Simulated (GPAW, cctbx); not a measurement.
# By hand: from a DFT structure factor to an extinction distance in KCuI2F

KCuI2F, Cmmm (no. 65), a = 7.9899 Å, b = 8.0009 Å, c = 4.2094 Å, α = 90.00°, β = 90.00°, γ = 90.00°.

| atom | mult. | x | y | z |
| --- | --- | --- | --- | --- |
| I1 | 4 | 3/4 | 1/4 | 0 |
| Cu1 | 2 | 1/2 | 0 | 0 |
| K1 | 2 | 0 | 0 | 1/2 |
| F1 | 2 | 1/2 | 0 | 1/2 |

The start was made by putting kin elements into a known structure type; the compound need not exist, or be stable, in this form.

A DFT run (GPAW, PBE, 550 eV, 5×4×4 k-points (along the axes of the calculation cell), Fermi–Dirac width 0.05 eV) gives the static X-ray structure factor of 111 as 65.260 e for the conventional cell; superposed free atoms give 66.195 e. **Problem.** Find the Fourier component V of the crystal potential and the two-beam extinction distance at 120 kV in both cases.

### 1. Geometry

The cell volume is Ω = 269.09 Å³ and d(111) = 3.3763 Å, so g = 1/d = 0.2962 Å⁻¹.

### 2. The nuclei

Electrons feel nuclei as well as electrons, so the nuclear charges are summed with the same phases.

Phase sums Σ exp(2πi h·x), turned so that the total is real and positive: I 0.000, Cu +2.000, K +2.000, F -2.000. Then F_Z = 53 × (0.000) + 29 × (+2.000) + 19 × (+2.000) + 9 × (-2.000) = 78.00 e. The electron term has the same sign for this reflection.

### 3. Mott–Bethe

Poisson's equation, term by term, gives V = (e/4πε₀)(F_Z − F)/(πΩg²), with e/4πε₀ = 14.3996 V Å.

The prefactor is 14.3996 × 3.3763²/(π × 269.09) = 0.19417 V per electron. Free atoms: (78.00 − 66.195) × 0.19417 = 2.292 V. Crystal: (78.00 − 65.260) × 0.19417 = 2.474 V. F changes by -1.41 % and V by +7.9 %: the same 0.93 e is measured against F_Z − F = 11.8 e in place of F = 66.2 e.

### 4. Extinction distance

In the two-beam case ξ = 1/(λU) with U = 2γm₀eV/h², that is ξ = 150.41 V Å²/(γλV).

At 120 kV, λ = 0.03349 Å and γ = 1.2348. Free atoms: ξ = 1587 Å. Crystal: ξ = 1470 Å. The thickness fringes go as sin²(πt/ξ), so the two patterns slip by a quarter of a period when t|1/ξ₁ − 1/ξ₀| = 1/4, at t ≈ 501 nm. Thermal motion, absorption and many-beam coupling, left out here, change a real pattern.

### 5. Answer

V(111) is 2.47 V against 2.29 V, and ξ is 1470 against 1587 Å. Limits: static atoms, two beams; no Hubbard U on Cu.
